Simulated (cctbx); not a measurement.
# What resolution and counting buy: Eu2Co2PbO6

Space group P1 (no. 1), a = 5.6200 Å, b = 5.7710 Å, c = 5.8080 Å, α = 65.14°, β = 86.58°, γ = 69.67°.

| atom | mult. | x | y | z | Ueq (Å²) |
| --- | --- | --- | --- | --- | --- |
| Pb1 | 1 | 0.2934 | 0.5633 | 0.2251 | 0.0038 |
| Eu1 | 1 | 0.5748 | 0.7252 | 0.6582 | 0.0060 |
| Eu2 | 1 | 0.9101 | 0.2150 | 0.4067 | 0.0056 |
| Co1 | 1 | 0.7350 | 0.9723 | 0.0473 | 0.0054 |
| Co2 | 1 | 0.2101 | 0.3550 | 0.8419 | 0.0072 |
| O1 | 1 | 0.4619 | 0.1918 | 0.1530 | 0.0103 |
| O2 | 1 | 0.4458 | 0.2909 | 0.6181 | 0.0106 |
| O3 | 1 | 0.9742 | 0.7324 | 0.3583 | 0.0080 |
| O4 | 1 | 0.9193 | 0.2363 | 0.8670 | 0.0074 |
| O5 | 1 | 0.5772 | 0.7160 | 0.1123 | 0.0117 |
| O6 | 1 | 0.0860 | 0.6744 | 0.8685 | 0.0078 |

The model was made for the exercise: a known structure type with other elements put in, its volume estimated, not relaxed; displacement parameters are assumed.

Five simulated data sets (cctbx; Ag Kα, λ = 0.56087 Å; 2 % proportional error) differ in resolution or exposure (noise floor 4 counts in the first three, 8 in the last two). Each is refined with the right model, isotropic at 1.1 Å and anisotropic otherwise. How do the figures of merit and the uncertainties move?

| d min (Å) | top counts | ⟨I/σ⟩ (unmerged, absences included) | unique | param. (scale apart) | Rint | R1 | GooF | largest s.u. xyz (fractional) | s.u. U of O1 (Å²) | largest error (Å) |
| --- | --- | --- | --- | --- | --- | --- | --- | --- | --- | --- |
| 1.1 | 70000 | 38.5 | 340 | 44 | 0.000 | 0.0101 | 1.14 | 0.00193 | 0.0024 | 0.0201 |
| 0.84 | 70000 | 38.1 | 784 | 99 | 0.000 | 0.0095 | 1.03 | 0.00111 | 0.0026 | 0.0227 |
| 0.6 | 70000 | 34.4 | 2176 | 99 | 0.000 | 0.0107 | 1.02 | 0.00067 | 0.0010 | 0.0251 |
| 0.75 | 300 | 2.7 | 1088 | 99 | 0.000 | 0.1004 | 1.02 | 0.02251 | 0.0386 | 0.0862 |
| 0.75 | 3000 | 12.3 | 1088 | 99 | 0.000 | 0.0311 | 1.02 | 0.00354 | 0.0086 | 0.0321 |

The number of reflections grows roughly as 1/d³: 340, 784 and 2176 here. R1 follows the noise rather than the truth: at 300 counts it is 0.1004, at 3000 counts 0.0311, while GooF is 1.02 and 1.02: the weights 1/σ² carry the noise. The s.u. of U (U11 where anisotropic) for O1 goes 0.0024, 0.0026, 0.0010 Å² with resolution and 0.0386, 0.0086 Å² with exposure.

Hardware for the 0.6 Å refinement: 1.3 s on 1 thread of Arm Neoverse V2, on a shared host, peak memory 0.1 GiB.
